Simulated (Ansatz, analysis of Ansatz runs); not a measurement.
# [AlO4]0 centre in alpha-quartz: hyperfine coupling against experiment

Aim: the hyperfine coupling of the [AlO4]0 centre in alpha-quartz, to be set beside the measurement. Set-up: PBE, 216-site cell, PBE lattice, 420 eV, k: the zone centre alone, started with the impurity moved along one bond. The model is a cell of 216 host atoms with 1 Si taken out and 1 Al put in. The isotropic coupling follows from the spin density at the nucleus, the nuclear g-factor and the total spin. A larger cell tests how far the defect's images disturb the number.

**The experiment.** 17O that bears the hole, isotropic, printed as -26.0 G: -72.86 MHz, by EPR (quoted in “Hybrid functional calculations of the Al impurity in α-quartz: Hole localization and electron paramagnetic resonance parameters”, 2011, Roland Gillen and John Robertson, quoting earlier work (1981)). 27Al, isotropic, printed as -5.8 G: -16.25 MHz, by EPR (quoted in “Hybrid functional calculations of the Al impurity in α-quartz: Hole localization and electron paramagnetic resonance parameters”, 2011, Roland Gillen and John Robertson, quoting earlier work (1981)).

Program: Ansatz 0.2.0. Level of theory: plane-wave PAW DFT, PBE; relaxation of all atoms of a defect supercell. Results are calculated unless marked as measured.

## Step 1: The starting structure

The cell holds 216 atoms: 71 Si, 144 O and 1 Al. Its edges and angles: a = 14.904 Å, b = 14.904 Å, c = 15.055 Å, α = 70.3°, β = 70.3°, γ = 71.4°. It derives from SiO2 (space group P3_221). Nearest the centre at fractional (0.500, 0.500, 0.508): Al185 at 0.10 Å, O143 at 1.63 Å, O84 at 1.63 Å, O26 at 1.63 Å, O193 at 1.75 Å, Si76 at 3.12 Å, Si127 at 3.12 Å, Si74 at 3.12 Å.

The host's primitive cell comes from a first run (plane-wave PAW DFT, PBE; relaxation of the host's cell and atoms): vectors of 5.018, 5.018 and 5.509 Å. That is 13.35 Å³ an atom, 6.1 % over the diffraction cell's volume. The supercell is built on it.

## Step 2: Relaxation, charge 0

Every later number rests on the structure around the defect, so the atoms are relaxed at the host's lattice first.

Contents of relax/input.yaml:

```yaml
relax:
  f_tol: 0.02
  max_steps: 80
  random_displacement: { amplitude: 0.01, seed: 769 }
crystal:
  lattice:
    - [-5.01833842, 8.69201712, 11.01794798]
    - [10.03667685, 0.0, 11.01794798]
    - [7.52750764, 13.03802568, 0.0]
  atoms:
    - { symbol: Si, position: [0.047574397, 0.285758936, 0.301617069] }
    - { symbol: Si, position: [0.297574397, 0.035758936, 0.134950402] }
[... 19 atom lines left out ...]
    - { symbol: Si, position: [0.452425603, 0.214241064, 0.523839291] }
[... 3 atom lines left out ...]
    - { symbol: O, position: [0.408999253, 0.488142685, 0.479373838] }
[... 1 atom line left out ...]
    - { symbol: O, position: [0.468839356, 0.261635915, 0.406869383] }
[... 3 atom lines left out ...]
    - { symbol: O, position: [0.341000747, 0.261857315, 0.577468463] }
[... 1 atom line left out ...]
    - { symbol: O, position: [0.281160644, 0.488364085, 0.393852898] }
[... 4 atom lines left out ...]
    - { symbol: Si, position: [0.202425603, 0.464241064, 0.690505958] }
[... 4 atom lines left out ...]
    - { symbol: O, position: [0.408999253, 0.488142685, 0.812707171] }
[... 1 atom line left out ...]
    - { symbol: O, position: [0.468839356, 0.261635915, 0.740202717] }
[... 5 atom lines left out ...]
    - { symbol: O, position: [0.281160644, 0.488364085, 0.727186231] }
[... 5 atom lines left out ...]
    - { symbol: Si, position: [0.452425603, 0.714241064, 0.190505958] }
[... 7 atom lines left out ...]
    - { symbol: O, position: [0.467874297, 0.595934307, 0.216614841] }
[... 7 atom lines left out ...]
    - { symbol: Si, position: [0.297574397, 0.535758936, 0.468283735] }
[... 1 atom line left out ...]
    - { symbol: Si, position: [0.452425603, 0.714241064, 0.523839291] }
[... 1 atom line left out ...]
    - { symbol: Si, position: [0.25, 0.75, 0.341210307] }
[... 2 atom lines left out ...]
    - { symbol: O, position: [0.218839356, 0.511635915, 0.57353605] }
    - { symbol: O, position: [0.468839356, 0.761635915, 0.406869383] }
[... 1 atom line left out ...]
    - { symbol: O, position: [0.467874297, 0.595934307, 0.549948174] }
[... 1 atom line left out ...]
    - { symbol: O, position: [0.341000747, 0.761857315, 0.577468463] }
[... 3 atom lines left out ...]
    - { symbol: O, position: [0.282125703, 0.654065693, 0.425820578] }
[... 1 atom line left out ...]
    - { symbol: Si, position: [0.297574397, 0.535758936, 0.801617069] }
[... 3 atom lines left out ...]
    - { symbol: Si, position: [0.25, 0.75, 0.67454364] }
[... 11 atom lines left out ...]
    - { symbol: O, position: [0.282125703, 0.654065693, 0.759153911] }
    - { symbol: Si, position: [0.547574397, 0.285758936, 0.301617069] }
[... 15 atom lines left out ...]
    - { symbol: O, position: [0.532125703, 0.404065693, 0.259153911] }
[... 1 atom line left out ...]
    - { symbol: Si, position: [0.547574397, 0.285758936, 0.634950402] }
[... 1 atom line left out ...]
    - { symbol: Si, position: [0.702425603, 0.464241064, 0.357172624] }
[... 3 atom lines left out ...]
    - { symbol: O, position: [0.658999253, 0.238142685, 0.646040504] }
[... 3 atom lines left out ...]
    - { symbol: O, position: [0.717874297, 0.345934307, 0.383281508] }
[... 3 atom lines left out ...]
    - { symbol: O, position: [0.531160644, 0.238364085, 0.560519564] }
    - { symbol: O, position: [0.781160644, 0.488364085, 0.393852898] }
    - { symbol: O, position: [0.532125703, 0.404065693, 0.592487244] }
[... 3 atom lines left out ...]
    - { symbol: Si, position: [0.702425603, 0.464241064, 0.690505958] }
[... 2 atom lines left out ...]
    - { symbol: Si, position: [0.75, 0.25, 0.67454364] }
[... 4 atom lines left out ...]
    - { symbol: O, position: [0.717874297, 0.345934307, 0.716614841] }
[... 7 atom lines left out ...]
    - { symbol: Si, position: [0.547574397, 0.785758936, 0.301617069] }
[... 5 atom lines left out ...]
    - { symbol: O, position: [0.658999253, 0.738142685, 0.312707171] }
[... 1 atom line left out ...]
    - { symbol: O, position: [0.718839356, 0.511635915, 0.240202717] }
[... 5 atom lines left out ...]
    - { symbol: O, position: [0.531160644, 0.738364085, 0.227186231] }
[... 4 atom lines left out ...]
    - { symbol: Si, position: [0.797574397, 0.535758936, 0.468283735] }
[... 2 atom lines left out ...]
    - { symbol: Al, position: [0.494519395, 0.498954889, 0.513893031] }
[... 3 atom lines left out ...]
    - { symbol: O, position: [0.718839356, 0.511635915, 0.57353605] }
[... 3 atom lines left out ...]
    - { symbol: O, position: [0.59757424, 0.513116496, 0.403581614] }
[... 1 atom line left out ...]
    - { symbol: O, position: [0.531160644, 0.738364085, 0.560519564] }
[... 7 atom lines left out ...]
    - { symbol: Si, position: [0.5, 0.5, 0.841210307] }
[... 7 atom lines left out ...]
    - { symbol: O, position: [0.591000747, 0.511857315, 0.74413513] }
[... 4 atom lines left out ...]
    - { symbol: O, position: [0.782125703, 0.654065693, 0.759153911] }
basis:
  ecutwfc: 420
  xc_grid: 2
hamiltonian:
  xc: pbe
kpoints:
  mp_grid: { grid: [1, 1, 1] }
magnetization:
  spin_polarized: true
  initial_magnetization: 1
  spin_locking: { lock_magnetization: hard }
scf:
  occupations: { method: fermi_dirac, width: 0.01 }
  max_iter: 120
output:
  forces: true
checkpoint:
  write: "../relax.run"
  compress: false
  write_wavefunctions: true
  write_every: 100000
```

Started as:

```console
ansatz run input.yaml --threads 4 --pin off --max-ram 14131MiB --backend cpu --events-out ev --progress --plain --runs-dir out
```

Numbers of over 12 decimals in the logs are rounded to 6 here.

The log of the run:

```text
[... repeated set-up lines and file paths are left out, and long positions are rounded to six places ...]
Engine: ansatz 0.2.0, aarch64-unknown-linux-gnu
Pseudopotentials: kind: paw
Pseudopotential: Si, paw, valence charge 4, recommended cutoff 420 eV (normal), Si.paw.azcp
Pseudopotential: O, paw, valence charge 6, recommended cutoff 420 eV (normal), O.paw.azcp
Pseudopotential: Al, paw, valence charge 3, recommended cutoff 420 eV (normal), Al.paw.azcp
Functional definition: PBE
  parameter kappa = 0.804
  parameter beta = 0.066725
  exchange = pbe_x(kappa = kappa, mu = beta*pi^2/3)
  correlation = pbe_c(beta = beta)
Crystal: 216 atoms, lattice volume = 2883.583 Å³
Basis set: ecut = 420 eV, 56325 PW (Γ), exchange–correlation on 200×200×216 points (8 copies of the dense FFT grid, shifted against one another)
Bands: 792, of which v1, the nominal top of the filled ones, is band 576 counted from 1 (575 counted from 0)
Symmetry: 1 space group operations
k-points: 1
Non-local potential: Si, projectors of the file, l = 0: 2, l = 1: 2, l = 2: 2
Non-local potential: O, projectors of the file, l = 0: 2, l = 1: 2, l = 2: 1
Non-local potential: Al, projectors of the file, l = 0: 2, l = 1: 2, l = 2: 1
PAW form: soft (Blöchl's): semilocal exchange-correlation on the pseudo side does not see the compensation charge
PAW one-centre angular grid: Si, 110 points (default); XC on 64 Gauss nodes
PAW one-centre angular grid: O, 110 points (default); XC on 64 Gauss nodes
PAW one-centre angular grid: Al, 110 points (default); XC on 64 Gauss nodes
Initial density: superposition of atomic densities (chi_scale 0.1, normalization cell, long waves kept (reshape's long-wave potential 0.02 eV rms))
Starting moments: Σ|m| = 1 μB on 216 of 216 sites
Initial wavefunctions: pseudopotential atomic-orbital guess
Functional: x = pbe(κ = 0.804, μ = 0.219515), c = pbe(β = 0.066725)
SCF iter   1: F=—  HF=-127752.926309 eV  |F-HF|=—  |Δ(HF+E_count)|=         —  Δρ=6.32e-2 (↑6.32e-2 ↓6.28e-2)  dr2=4.24e2  dr2_m=1.52e-2  M=1.000 μB ∫|m|=1.010 μB  β_m=0.30  ethr=3.10e-3  ⟨swp⟩=6.0  Hψ=6430  notcnv=0  defer=368
preconditioner: auto → Kerker (q_TF=auto, 2.341 Å⁻¹)  [metal: Δε(μ)=0.011 eV  Ē_g=17.817 eV  σ=0.010 eV  W_gap=0.26  n_scr=624 (ndim 8)  ℏωp=23.5 eV  f_vac=0.012  D(μ)=66.00/eV (n_scr^D=414)]
spin=Collinear: Kerker preconditioning applied to the charge; magnetization (m = ρ↑ − ρ↓) channel mixes plain (no charge-response kernel on spin).
SCF iter   2: F=—  HF=-127662.091187 eV  |F-HF|=—  |Δ(HF+E_count)|=    9.08e1  Δρ=3.37e-2 (↑3.37e-2 ↓3.35e-2)  dr2=1.30e2  dr2_m=6.50e-2  M=1.000 μB ∫|m|=1.034 μB  β_m=0.46  ethr=3.10e-3  ⟨swp⟩=2.0  Hψ=2922  notcnv=0  defer=418
SCF iter   3: F=—  HF=-127630.467520 eV  |F-HF|=—  |Δ(HF+E_count)|=    3.16e1  Δρ=1.37e-2 (↑1.31e-2 ↓1.37e-2)  dr2=1.30e1  dr2_m=8.13e-2  M=1.000 μB ∫|m|=1.097 μB  β_m=0.72  ethr=3.10e-3  ⟨swp⟩=2.0  Hψ=2330  notcnv=0  defer=418
SCF iter   4: F=—  HF=-127631.938861 eV  |F-HF|=—  |Δ(HF+E_count)|=    1.47e0  Δρ=1.48e-2 (↑5.19e-3 ↓1.48e-2)  dr2=1.06e1  dr2_m=8.75e-1  M=1.000 μB ∫|m|=1.227 μB  β_m=0.57  ethr=1.13e-3  ⟨swp⟩=3.0  Hψ=2712  notcnv=0  defer=418
SCF iter   5: F=—  HF=-127630.581313 eV  |F-HF|=—  |Δ(HF+E_count)|=    1.36e0  Δρ=5.07e-3 (↑1.84e-3 ↓5.07e-3)  dr2=1.26e0  dr2_m=1.50e-1  M=1.000 μB ∫|m|=1.149 μB  β_m=0.78  ethr=9.17e-4  ⟨swp⟩=2.5  Hψ=2705  notcnv=0  defer=418
SCF iter   6: F=—  HF=-127630.863812 eV  |F-HF|=—  |Δ(HF+E_count)|=   2.82e-1  Δρ=2.86e-3 (↑1.28e-3 ↓2.86e-3)  dr2=4.46e-1  dr2_m=4.14e-2  M=1.000 μB ∫|m|=1.102 μB  β_m=0.89  ethr=1.09e-4  ⟨swp⟩=2.0  Hψ=2345  notcnv=0  defer=418
SCF iter   7: F=—  HF=-127631.322830 eV  |F-HF|=—  |Δ(HF+E_count)|=   4.59e-1  Δρ=8.35e-3 (↑1.49e-3 ↓8.35e-3)  dr2=2.95e0  dr2_m=3.97e-1  M=1.000 μB ∫|m|=1.171 μB  β_m=0.64  ethr=3.87e-5  ⟨swp⟩=4.0  Hψ=2920  notcnv=0  defer=418  recentre
SCF iter   8: F=—  HF=-127631.077924 eV  |F-HF|=—  |Δ(HF+E_count)|=   2.45e-1  Δρ=3.34e-3 (↑7.34e-4 ↓3.34e-3)  dr2=4.69e-1  dr2_m=5.99e-2  M=1.000 μB ∫|m|=1.110 μB  β_m=0.50  ethr=3.87e-5  ⟨swp⟩=3.5  Hψ=2867  notcnv=0  defer=418
SCF iter   9: F=—  HF=-127631.055201 eV  |F-HF|=—  |Δ(HF+E_count)|=   2.27e-2  Δρ=1.67e-3 (↑3.58e-4 ↓1.67e-3)  dr2=1.19e-1  dr2_m=1.55e-2  M=1.000 μB ∫|m|=1.093 μB  β_m=0.45  ethr=3.87e-5  ⟨swp⟩=2.5  Hψ=2383  notcnv=0  defer=418
SCF iter  10: F=—  HF=-127631.052638 eV  |F-HF|=—  |Δ(HF+E_count)|=   2.56e-3  Δρ=6.52e-4 (↑2.28e-4 ↓6.52e-4)  dr2=1.84e-2  dr2_m=2.46e-3  M=1.000 μB ∫|m|=1.089 μB  β_m=0.44  ethr=1.03e-5  ⟨swp⟩=3.0  Hψ=2063  notcnv=0  defer=418
SCF iter  11: F=—  HF=-127631.056339 eV  |F-HF|=—  |Δ(HF+E_count)|=   3.70e-3  Δρ=3.95e-4 (↑1.10e-4 ↓3.95e-4)  dr2=6.26e-3  dr2_m=8.99e-4  M=1.000 μB ∫|m|=1.089 μB  β_m=0.52  ethr=1.59e-6  ⟨swp⟩=2.0  Hψ=2378  notcnv=0  defer=418
SCF iter  12: F=—  HF=-127631.062859 eV  |F-HF|=—  |Δ(HF+E_count)|=   6.52e-3  Δρ=5.78e-4 (↑9.85e-5 ↓5.78e-4)  dr2=1.12e-2  dr2_m=2.06e-3  M=1.000 μB ∫|m|=1.087 μB  β_m=0.39  ethr=5.44e-7  ⟨swp⟩=2.0  Hψ=2068  notcnv=0  defer=418
SCF iter  13: F=—  HF=-127631.062988 eV  |F-HF|=—  |Δ(HF+E_count)|=   1.29e-4  Δρ=3.66e-4 (↑6.76e-5 ↓3.66e-4)  dr2=4.53e-3  dr2_m=8.24e-4  M=1.000 μB ∫|m|=1.087 μB  β_m=0.52  ethr=5.44e-7  ⟨swp⟩=2.0  Hψ=1890  notcnv=0  defer=418
[...]
SCF 1 converged in 18 iterations: F = -127631.063116 eV  dr2 = 6.02e-7
  greatest PAW one-centre occupation: 0.872 electrons in one spin orbital (limit 2), on the O atom at site 192 (counted from 0), in its partial waves of l = 0
relax step   1: F+E_penalty+E_count = -127631.06311615 eV  Δ(F+E_penalty+E_count) = +0.000e0 eV  max|allowed force component| = 4.732e0 eV/Å  Δτ_max = 0.0000 Å  (18 SCF iters, dr2 threshold 1.00e-5 eV, accepted)
[...]
relax step   2: F+E_penalty+E_count = -127631.94446185 eV  Δ(F+E_penalty+E_count) = -8.813e-1 eV  max|allowed force component| = 2.608e0 eV/Å  Δτ_max = 0.0564 Å  (11 SCF iters, dr2 threshold 1.00e-4 eV, accepted)
relax step   3: F+E_penalty+E_count = -127632.55914672 eV  Δ(F+E_penalty+E_count) = -6.147e-1 eV  max|allowed force component| = 1.659e-1 eV/Å  Δτ_max = 0.1154 Å  (10 SCF iters, dr2 threshold 1.00e-4 eV, accepted)
relax step   4: F+E_penalty+E_count = -127632.55968380 eV  Δ(F+E_penalty+E_count) = -5.371e-4 eV  max|allowed force component| = 2.571e-1 eV/Å  Δτ_max = 0.0698 Å  (10 SCF iters, dr2 threshold 1.72e-6 eV, accepted)
relax step   5: F+E_penalty+E_count = -127632.56769295 eV  Δ(F+E_penalty+E_count) = -8.009e-3 eV  max|allowed force component| = 1.185e-1 eV/Å  Δτ_max = 0.0763 Å  (12 SCF iters, dr2 threshold 4.13e-6 eV, accepted)
relax step   6: F+E_penalty+E_count = -127632.57363311 eV  Δ(F+E_penalty+E_count) = -5.940e-3 eV  max|allowed force component| = 2.728e-2 eV/Å  Δτ_max = 0.0264 Å  (10 SCF iters, dr2 threshold 2.98e-6 eV, accepted)
[...]
relax step   7: F+E_penalty+E_count = -127632.57390898 eV  Δ(F+E_penalty+E_count) = -2.759e-4 eV  max|allowed force component| = 7.304e-3 eV/Å  Δτ_max = 0.0049 Å  (10 SCF iters, accepted)
NSCF: frozen V_eff on 1 k-points
the band table was solved once a step of the walk had ended and its energy, with any forces and stress, was formed, with the checks that follow a solve (6691 applications of the Hamiltonian). They found nothing against the state; [...]
SCF converged after 10 iterations
Stability checked in part: among states of this total moment the steps that led to this state did not find it unstable. No probe was made; neither looks for a lower state of another moment (fixed_total_moment; see scf.lower_state_search)
Magnetization: 1.0000 μB (576.0000 up, 575.0000 down)
Absolute magnetization: 1.1062 μB (∫|ρ↑−ρ↓|, with the PAW one-centre terms)
Spin contamination: 0.0013 ħ² per cell (⟨S²⟩ above its minimum at these occupations)
Per-site moments (μB) at R_I (Å): [(6.055725603300196e-8, 0.670204), (-3.6089310122278774e-6, 0.670301), (-5.040267170926841e-6, 0.670241), [... 213 left out ...]
Free energy (F): -127632.573909 eV
Harris-Foulkes:  -127632.573909 eV  (|F-HF|=3.52e-9)
Internal energy: -127632.572706 eV  (E = F + TS)
E sigma→0 (E₀):  -127632.573308 eV
Entropy (-TS):   -0.001203 eV (-0.006 meV/atom)
Fermi energy:    2.152313 (↑ 4.853703, ↓ 2.152311) eV
--- Per-component energies (eV) ---
  E_band       = -5475.451841
  E_kinetic    = 28875.224299
  E_local      = -73191.587394  (includes V_loc(G=0)·N_el)
  E_nonlocal   = 8613.701526
  E_hartree    = 26373.677540
  E_xc         = -14665.017606
  E_vxc        = -17018.409357  (∫ρ·V_xc dr)
  E_paw        = -59791.636674  (= ΣΔE_a)
  E_vpaw       = -5502.108774  (= ΣTr[D̂ρ^β])
  E_aug_tail   = 0.373866  (compensation charges beyond the density's cutoff)
  E_ewald      = -43847.308263
  E_smearing   = -0.001203  (= −TS)
  E_closure    = -0.000000  (closes the sum)
  Σ components = -127632.573909   (vs F -127632.573909, Δ=0.00e0)
--- Forces (eV/Å), atoms counted from 1 ---
  atom   1  Si     0.00163551    -0.00197440    -0.00117008
  atom   2  Si     0.00142407     0.00027957    -0.00150518
  [... 23 atoms left out ...]
  atom  26  O     -0.00016098     0.00265714    -0.00132704
  [... 47 atoms left out ...]
  atom  74  Si     0.00094149    -0.00035875     0.00376336
  [... 1 atom left out ...]
  atom  76  Si    -0.00173847     0.00103382    -0.00469369
  [... 7 atoms left out ...]
  atom  84  O      0.00087840    -0.00060293    -0.00109533
  [... 42 atoms left out ...]
  atom 127  Si    -0.00427639    -0.00378293    -0.00480085
  [... 1 atom left out ...]
  atom 129  Si     0.00187712    -0.00060458    -0.00221581
  [... 11 atoms left out ...]
  atom 141  O      0.00055569     0.00015254    -0.00071707
  [... 1 atom left out ...]
  atom 143  O      0.00038693     0.00206928     0.00332716
  [... 41 atoms left out ...]
  atom 185  Al    -0.00206681    -0.00579138     0.00282553
  [... 7 atoms left out ...]
  atom 193  O     -0.00176112     0.00203740    -0.00123554
  [... 23 atoms left out ...]
  max |Σ_I F_I| component: 2.20e-5 eV/Å
--- Band table (eV) ---
  k-point 0 ↑: bands = ["-17.2411", "-16.9966", "-16.9938", "-16.9886", [... 784 left out ...] "13.7961", "13.8170", "13.8563", "13.8583"]
  k-point 0 ↓: bands = ["-17.2382", "-16.9938", "-16.9907", "-16.9869", [... 784 left out ...] "13.7975", "13.8204", "13.8582", "13.8603"]
--- Relaxed structure (7 steps of the walk, 7 accepted, 0 SCFs on fresh bases) ---
  F+E_penalty+E_count = -127632.57390898 eV   max|allowed force component| = 7.304e-3 eV/Å
  atoms:
    - { symbol: Si, position: [0.047573, 0.285709, 0.300977] }
    - { symbol: Si, position: [0.297125, 0.035923, 0.135145] }
    [... 23 atoms left out ...]
    - { symbol: O, position: [0.403294, 0.483769, 0.483313] }
    [... 47 atoms left out ...]
    - { symbol: Si, position: [0.294492, 0.535249, 0.468356] }
    [... 1 atom left out ...]
    - { symbol: Si, position: [0.449232, 0.720393, 0.524913] }
    [... 7 atoms left out ...]
    - { symbol: O, position: [0.460680, 0.603670, 0.557115] }
    [... 42 atoms left out ...]
    - { symbol: Si, position: [0.551288, 0.280412, 0.637714] }
    [... 1 atom left out ...]
    - { symbol: Si, position: [0.704959, 0.464571, 0.354581] }
    [... 11 atoms left out ...]
    - { symbol: O, position: [0.533583, 0.235910, 0.561400] }
    [... 1 atom left out ...]
    - { symbol: O, position: [0.539902, 0.397109, 0.600176] }
    [... 41 atoms left out ...]
    - { symbol: Al, position: [0.500044, 0.500088, 0.512436] }
    [... 7 atoms left out ...]
    - { symbol: O, position: [0.595818, 0.516247, 0.406907] }
    [... 23 atoms left out ...]
```

Run time: 34 min. Hardware: 4 threads of Arm Neoverse V1, shared host; peak memory 11 GiB; 2.3 h of CPU time.

(Part 1 of 2 ends here.)

[Logs are printed without paths, hosts, clocks, repeated set-up lines and the standing remarks that a program may print on its own settings, such as how far it seeks lower states.]

[Hosts, paths, dates, database ids (printed as entryN), source tags and the programs' standing remarks are cut or masked in the printed files.]

[For some hosts the program warned that the k-mesh of the response run may be too coarse for force constants and the static dielectric constant; such warnings are not shown here.]
